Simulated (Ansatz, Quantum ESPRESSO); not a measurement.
# Conductance against width: vacuum gaps between two Li(100) faces, part 2 of 5

Aim: how the conductance falls as the barrier grows, for vacuum gaps between two Li(100) faces.

Quantum ESPRESSO 7.5; plane-wave DFT, LDA, GBRV ultrasoft pseudopotentials; cross-check by Ansatz 0.2.0 with PAW datasets.

So far. Step 2 (Ground state, 5 Å): The run needed 24 iterations to bring the estimated error under 1e-07 Ry; the largest force on any atom, held or free, is 0.12 eV/Å.

### Step 3. Transmission with pwcond.x, 5 Å

Level of this step: transmission by pwcond, lead and junction from one cell; plane-wave DFT, LDA, GBRV ultrasoft pseudopotentials (Quantum ESPRESSO).

prefixt takes both regions from one run: the lead from 0 to bdl, the scattering region from bdl to bds (units of alat). ikind = 1 puts the same lead on both sides. The program's T_tot counts both spins in a run without spin; the tables below give T per spin.

j0.cond.in

```
&inputcond
  outdir = './out'
  prefixt = 'j0.scf'
  tran_file = 'j0.cond.dat'
  bdl = 2.0000000000
  bds = 8.9534883721
  ikind = 1
  ewind = 4.0
  epsproj = 1e-05
  nz1 = 7
  energy0 = 0.4
  denergy = -0.4
/
15
  0.00000000 0.00000000 0.01562500
  0.00000000 0.12500000 0.06250000
  0.00000000 0.25000000 0.06250000
  0.00000000 0.37500000 0.06250000
  0.00000000 0.50000000 0.03125000
  0.12500000 0.12500000 0.06250000
  0.12500000 0.25000000 0.12500000
  0.12500000 0.37500000 0.12500000
  0.12500000 0.50000000 0.06250000
  0.25000000 0.25000000 0.06250000
  0.25000000 0.37500000 0.12500000
  0.25000000 0.50000000 0.06250000
  0.37500000 0.37500000 0.06250000
  0.37500000 0.50000000 0.06250000
  0.50000000 0.50000000 0.01562500
3
```

Run with:

```sh
$ OMP_NUM_THREADS=1 mpirun -n 4 pwcond.x -in j0.cond.in > j0.cond.out
```

The program printed:

```text
[banner, memory and clock lines left out]
Program PWCOND v.7.5 starts

          URL

     ./out/j0.scf.save/

     IMPORTANT: XC functional enforced from input :
     Exchange-correlation= PZ
                           (   1   1   0   0   0   0   0)
     Any further DFT definition will be discarded
     Please, verify this is what you really want

     Reading collected, re-writing distributed wavefunctions

===== INPUT FILE containing all the regions =====

     GEOMETRY:

     lattice parameter (alat)  =       6.5007  a.u.
     the volume                =    2459.5984 (a.u.)^3
     the cross section         =      42.2586 (a.u.)^2
     l of the unit cell        =       8.9535 (alat)
     number of atoms/cell      =           16
     number of atomic types    =            1

     crystal axes: (cart. coord. in units of alat)
               a(1) = (  1.0000  0.0000  0.0000 )
               a(2) = (  0.0000  1.0000  0.0000 )
               a(3) = (  0.0000  0.0000  8.9535 )

   Cartesian axes

     site n.     atom                  positions (alat units)
          1        Li     tau(  1)=(  0.0000  0.0000  8.9535  )
          2        Li     tau(  2)=(  0.5000  0.5000  0.5000  )
          3        Li     tau(  3)=(  0.0000  0.0000  1.0000  )
          4        Li     tau(  4)=(  0.5000  0.5000  1.5000  )
          5        Li     tau(  5)=(  0.0000  0.0000  2.0000  )
          6        Li     tau(  6)=(  0.5000  0.5000  2.5000  )
          7        Li     tau(  7)=(  0.0000  0.0000  3.0000  )
          8        Li     tau(  8)=(  0.5000  0.5000  3.5000  )
          9        Li     tau(  9)=(  0.0000  0.0000  4.9535  )
         10        Li     tau( 10)=(  0.5000  0.5000  5.4535  )
         11        Li     tau( 11)=(  0.0000  0.0000  5.9535  )
         12        Li     tau( 12)=(  0.5000  0.5000  6.4535  )
         13        Li     tau( 13)=(  0.0000  0.0000  6.9535  )
         14        Li     tau( 14)=(  0.5000  0.5000  7.4535  )
         15        Li     tau( 15)=(  0.0000  0.0000  7.9535  )
         16        Li     tau( 16)=(  0.5000  0.5000  8.4535  )

     nr1s                      =           27
     nr2s                      =           27
     nr3s                      =          240
     nr1sx                     =           27
     nr2sx                     =           27
     nr3sx                     =          240
     nr1                       =           30
     nr2                       =           30
     nr3                       =          270
     nr1x                      =           30
     nr2x                      =           30
     nr3x                      =          270

 _______________________________
  Radii of nonlocal spheres:

     type       ibeta     ang. mom.          radius (alat units)
       Li         1         0                    0.3102
       Li         2         0                    0.3102
       Li         3         0                    0.3102
       Li         4         1                    0.3102
       Li         5         1                    0.3102
----- General information -----

--- T calc. with identical leads (ikind=1) ---

     nrx                       =           27
     nry                       =           27
     nz1                       =            7

     energy0               =         4.0E-01
     denergy               =        -4.0E-01
     nenergy               =          3
     ecut2d                =         4.0E+01
     ewind                 =         4.0E+00
     epsproj               =         1.0E-05

     number of k_|| points=   15
                       cryst. coord.
        k(    1) = (   0.0000000   0.0000000), wk =   0.0156250
        k(    2) = (   0.0000000   0.1250000), wk =   0.0625000
        k(    3) = (   0.0000000   0.2500000), wk =   0.0625000
        k(    4) = (   0.0000000   0.3750000), wk =   0.0625000
        k(    5) = (   0.0000000   0.5000000), wk =   0.0312500
        k(    6) = (   0.1250000   0.1250000), wk =   0.0625000
        k(    7) = (   0.1250000   0.2500000), wk =   0.1250000
        k(    8) = (   0.1250000   0.3750000), wk =   0.1250000
        k(    9) = (   0.1250000   0.5000000), wk =   0.0625000
        k(   10) = (   0.2500000   0.2500000), wk =   0.0625000
        k(   11) = (   0.2500000   0.3750000), wk =   0.1250000
        k(   12) = (   0.2500000   0.5000000), wk =   0.0625000
        k(   13) = (   0.3750000   0.3750000), wk =   0.0625000
        k(   14) = (   0.3750000   0.5000000), wk =   0.0625000
        k(   15) = (   0.5000000   0.5000000), wk =   0.0156250
----- Information about left/right lead -----

     nocros                   =            9
     noins                    =           27
     norb                     =           45
     norbf                    =          117
     nrz                      =           54

      iorb      type   ibeta   ang. mom.   m       position (alat)
        1        1       1        0        1   taunew(   1)=(  0.0000  0.0000  0.0000)
        2        1       2        0        1   taunew(   2)=(  0.0000  0.0000  0.0000)
        3        1       3        0        1   taunew(   3)=(  0.0000  0.0000  0.0000)
        4        1       4        1        1   taunew(   4)=(  0.0000  0.0000  0.0000)
        5        1       4        1        2   taunew(   5)=(  0.0000  0.0000  0.0000)
        6        1       4        1        3   taunew(   6)=(  0.0000  0.0000  0.0000)
        7        1       5        1        1   taunew(   7)=(  0.0000  0.0000  0.0000)
        8        1       5        1        2   taunew(   8)=(  0.0000  0.0000  0.0000)
        9        1       5        1        3   taunew(   9)=(  0.0000  0.0000  0.0000)
       10        1       1        0        1   taunew(  10)=(  0.5000  0.5000  0.5000)
       11        1       2        0        1   taunew(  11)=(  0.5000  0.5000  0.5000)
       12        1       3        0        1   taunew(  12)=(  0.5000  0.5000  0.5000)
       13        1       4        1        1   taunew(  13)=(  0.5000  0.5000  0.5000)
       14        1       4        1        2   taunew(  14)=(  0.5000  0.5000  0.5000)
       15        1       4        1        3   taunew(  15)=(  0.5000  0.5000  0.5000)
       16        1       5        1        1   taunew(  16)=(  0.5000  0.5000  0.5000)
       17        1       5        1        2   taunew(  17)=(  0.5000  0.5000  0.5000)
       18        1       5        1        3   taunew(  18)=(  0.5000  0.5000  0.5000)
       19        1       1        0        1   taunew(  19)=(  0.0000  0.0000  1.0000)
       20        1       2        0        1   taunew(  20)=(  0.0000  0.0000  1.0000)
       21        1       3        0        1   taunew(  21)=(  0.0000  0.0000  1.0000)
[...]
67        1       4        1        1   taunew(  67)=(  0.5000  0.5000  4.4535)
       68        1       4        1        2   taunew(  68)=(  0.5000  0.5000  4.4535)
       69        1       4        1        3   taunew(  69)=(  0.5000  0.5000  4.4535)
       70        1       5        1        1   taunew(  70)=(  0.5000  0.5000  4.4535)
       71        1       5        1        2   taunew(  71)=(  0.5000  0.5000  4.4535)
       72        1       5        1        3   taunew(  72)=(  0.5000  0.5000  4.4535)
       73        1       1        0        1   taunew(  73)=(  0.0000  0.0000  4.9535)
       74        1       2        0        1   taunew(  74)=(  0.0000  0.0000  4.9535)
       75        1       3        0        1   taunew(  75)=(  0.0000  0.0000  4.9535)
       76        1       4        1        1   taunew(  76)=(  0.0000  0.0000  4.9535)
       77        1       4        1        2   taunew(  77)=(  0.0000  0.0000  4.9535)
       78        1       4        1        3   taunew(  78)=(  0.0000  0.0000  4.9535)
       79        1       5        1        1   taunew(  79)=(  0.0000  0.0000  4.9535)
       80        1       5        1        2   taunew(  80)=(  0.0000  0.0000  4.9535)
       81        1       5        1        3   taunew(  81)=(  0.0000  0.0000  4.9535)
       82        1       1        0        1   taunew(  82)=(  0.5000  0.5000  5.4535)
       83        1       2        0        1   taunew(  83)=(  0.5000  0.5000  5.4535)
       84        1       3        0        1   taunew(  84)=(  0.5000  0.5000  5.4535)
       85        1       4        1        1   taunew(  85)=(  0.5000  0.5000  5.4535)
       86        1       4        1        2   taunew(  86)=(  0.5000  0.5000  5.4535)
       87        1       4        1        3   taunew(  87)=(  0.5000  0.5000  5.4535)
       88        1       5        1        1   taunew(  88)=(  0.5000  0.5000  5.4535)
       89        1       5        1        2   taunew(  89)=(  0.5000  0.5000  5.4535)
       90        1       5        1        3   taunew(  90)=(  0.5000  0.5000  5.4535)
       91        1       1        0        1   taunew(  91)=(  0.0000  0.0000  5.9535)
       92        1       2        0        1   taunew(  92)=(  0.0000  0.0000  5.9535)
       93        1       3        0        1   taunew(  93)=(  0.0000  0.0000  5.9535)
       94        1       4        1        1   taunew(  94)=(  0.0000  0.0000  5.9535)
       95        1       4        1        2   taunew(  95)=(  0.0000  0.0000  5.9535)
       96        1       4        1        3   taunew(  96)=(  0.0000  0.0000  5.9535)
       97        1       5        1        1   taunew(  97)=(  0.0000  0.0000  5.9535)
       98        1       5        1        2   taunew(  98)=(  0.0000  0.0000  5.9535)
       99        1       5        1        3   taunew(  99)=(  0.0000  0.0000  5.9535)
      100        1       1        0        1   taunew( 100)=(  0.5000  0.5000  6.4535)
      101        1       2        0        1   taunew( 101)=(  0.5000  0.5000  6.4535)
      102        1       3        0        1   taunew( 102)=(  0.5000  0.5000  6.4535)
      103        1       4        1        1   taunew( 103)=(  0.5000  0.5000  6.4535)
      104        1       4        1        2   taunew( 104)=(  0.5000  0.5000  6.4535)
      105        1       4        1        3   taunew( 105)=(  0.5000  0.5000  6.4535)
      106        1       5        1        1   taunew( 106)=(  0.5000  0.5000  6.4535)
      107        1       5        1        2   taunew( 107)=(  0.5000  0.5000  6.4535)
      108        1       5        1        3   taunew( 108)=(  0.5000  0.5000  6.4535)
      109        1       1        0        1   taunew( 109)=(  0.0000  0.0000  6.9535)
      110        1       2        0        1   taunew( 110)=(  0.0000  0.0000  6.9535)
      111        1       3        0        1   taunew( 111)=(  0.0000  0.0000  6.9535)
      112        1       4        1        1   taunew( 112)=(  0.0000  0.0000  6.9535)
      113        1       4        1        2   taunew( 113)=(  0.0000  0.0000  6.9535)
      114        1       4        1        3   taunew( 114)=(  0.0000  0.0000  6.9535)
      115        1       5        1        1   taunew( 115)=(  0.0000  0.0000  6.9535)
      116        1       5        1        2   taunew( 116)=(  0.0000  0.0000  6.9535)
      117        1       5        1        3   taunew( 117)=(  0.0000  0.0000  6.9535)
 ngper, shell number =          137          22
 ngper, n2d =          137          51
---  E-Ef =    0.4000000  k =    0.0000000   0.0000000
---  ie =          1  ik =          1
 Nchannels of the left tip =            1
 Right moving states:
   k1(2pi/a)   k2(2pi/a)   E-Ef (eV)
   0.2753461   0.0000043   0.4000000
 Left moving states:
   k1(2pi/a)   k2(2pi/a)   E-Ef (eV)
  -0.2753461   0.0000043   0.4000000

 to transmit
 Band j to band i transmissions and reflections:
    j         i     |T_ij|^2    |R_ij|^2

    1 -->     1     0.93806     0.06194
   Total T_j, R_j =    0.93806  0.06194

E-Ef(ev), T(x2 spins) =    0.4000000   1.8761210
---  E-Ef =    0.0000000  k =    0.0000000   0.0000000
---  ie =          2  ik =          1
 Nchannels of the left tip =            1
 Right moving states:
   k1(2pi/a)   k2(2pi/a)   E-Ef (eV)
   0.2099095   0.0000047   0.0000000
 Left moving states:
   k1(2pi/a)   k2(2pi/a)   E-Ef (eV)
  -0.2099095   0.0000047   0.0000000

 to transmit
 Band j to band i transmissions and reflections:
    j         i     |T_ij|^2    |R_ij|^2

    1 -->     1     0.86961     0.13039
   Total T_j, R_j =    0.86961  0.13039

E-Ef(ev), T(x2 spins) =    0.0000000   1.7392122
---  E-Ef =   -0.4000000  k =    0.0000000   0.0000000
---  ie =          3  ik =          1
 Nchannels of the left tip =            1
 Right moving states:
   k1(2pi/a)   k2(2pi/a)   E-Ef (eV)
   0.1404667   0.0000051  -0.4000000
 Left moving states:
   k1(2pi/a)   k2(2pi/a)   E-Ef (eV)
  -0.1404667   0.0000051  -0.4000000

 to transmit
 Band j to band i transmissions and reflections:
    j         i     |T_ij|^2    |R_ij|^2

    1 -->     1     0.73475     0.26525
   Total T_j, R_j =    0.73475  0.26525

E-Ef(ev), T(x2 spins) =   -0.4000000   1.4694920
 ngper, shell number =          137          68
 ngper, n2d =          137          54
[... further energies and points left out ...]
---  E-Ef =    0.4000000  k =    0.5000000   0.5000000
---  ie =          1  ik =         15
 Nchannels of the left tip =            2
 Right moving states:
   k1(2pi/a)   k2(2pi/a)   E-Ef (eV)
   0.2371610  -0.0000005   0.4000000
   0.2371610  -0.0000005   0.4000000
 Left moving states:
   k1(2pi/a)   k2(2pi/a)   E-Ef (eV)
  -0.2371610  -0.0000005   0.4000000
  -0.2371610  -0.0000005   0.4000000

 to transmit
 Band j to band i transmissions and reflections:
    j         i     |T_ij|^2    |R_ij|^2

    1 -->     1     0.00068     0.06558
    1 -->     2     0.00000     0.93374
   Total T_j, R_j =    0.00068  0.99932

    2 -->     1     0.00000     0.93374
    2 -->     2     0.00068     0.06558
   Total T_j, R_j =    0.00068  0.99932

E-Ef(ev), T(x2 spins) =    0.4000000   0.0027039
---  E-Ef =    0.0000000  k =    0.5000000   0.5000000
---  ie =          2  ik =         15
 Nchannels of the left tip =            0
 Right moving states:
   k1(2pi/a)   k2(2pi/a)   E-Ef (eV)
 Left moving states:
   k1(2pi/a)   k2(2pi/a)   E-Ef (eV)

 to transmit
          E-Ef(ev), T =    0.0000000   0.0000000
---  E-Ef =   -0.4000000  k =    0.5000000   0.5000000
---  ie =          3  ik =         15
 Nchannels of the left tip =            0
 Right moving states:
   k1(2pi/a)   k2(2pi/a)   E-Ef (eV)
 Left moving states:
   k1(2pi/a)   k2(2pi/a)   E-Ef (eV)

 to transmit
          E-Ef(ev), T =   -0.4000000   0.0000000
   T_tot     0.40000      0.71641E+00
   T_tot     0.00000      0.48323E+00
   T_tot    -0.40000      0.32256E+00

Note: The following floating-point exceptions are signalling: IEEE_UNDERFLOW_FLAG
Note: The following floating-point exceptions are signalling: IEEE_UNDERFLOW_FLAG
Note: The following floating-point exceptions are signalling: IEEE_UNDERFLOW_FLAG
Note: The following floating-point exceptions are signalling: IEEE_UNDERFLOW_FLAG
```

Wall time 22 s (4 MPI ranks of Arm Neoverse V2, shared host); peak memory 0.22 GiB.

Read from the output:

* lead channels at the Fermi level, one spin: 1.203
* transmission at the Fermi level, one spin: 0.2416
* conductance: 0.2416 G₀

Per spin; mean over the k mesh across the current. Table of open channels, zone mean by energy, zero at the Fermi level:

| energy (eV) | open channels, zone mean |
| --- | --- |
| -0.400 | 1.08 |
| 0.000 | 1.20 |
| 0.400 | 1.36 |

Per spin; mean over the k mesh across the current. The transmission, zone mean by energy, zero at the Fermi level:

| energy (eV) | transmission, zone mean |
| --- | --- |
| -0.400 | 0.161 |
| 0.000 | 0.242 |
| 0.400 | 0.358 |

At 0.000 eV; k in fractions of b1, b2. Transmission by k point:

| k1 | k2 | weight | t | channels |
| --- | --- | --- | --- | --- |
| 0 | 0 | 0.01562 | 0.8696 | 1 |
| 0 | 0.125 | 0.0625 | 0.8044 | 1 |
| 0 | 0.25 | 0.0625 | 0.5351 | 1 |
| 0 | 0.375 | 0.0625 | 0.17 | 1 |
| 0 | 0.5 | 0.03125 | 0.02204 | 2 |
| 0.125 | 0.125 | 0.0625 | 0.7221 | 1 |
| 0.125 | 0.25 | 0.125 | 0.4272 | 1 |
| 0.125 | 0.375 | 0.125 | 0.1164 | 1 |
| 0.125 | 0.5 | 0.0625 | 0.01783 | 2 |
| 0.25 | 0.25 | 0.0625 | 0.2014 | 1 |
| 0.25 | 0.375 | 0.125 | 0.04096 | 1 |
| 0.25 | 0.5 | 0.0625 | 0.007168 | 2 |
| 0.375 | 0.375 | 0.0625 | 0.009503 | 1 |
| 0.375 | 0.5 | 0.0625 | 9.19e-4 | 2 |
| 0.5 | 0.5 | 0.01562 | 0 | 0 |

[end of part 2 of 5]

[Logs are printed without paths, hosts, clocks, repeated set-up lines and the standing remarks that a program may print on its own settings, such as how far it seeks lower states.]

[Hosts, paths, dates, database ids (printed as entryN), source tags and the programs' standing remarks are cut or masked in the printed files.]

[Maps of the electrostatic potential energy from Ansatz leave out the sawtooth potential of an applied field or a dipole correction, so their vacuum need not be flat; planar profiles and work functions include it.]
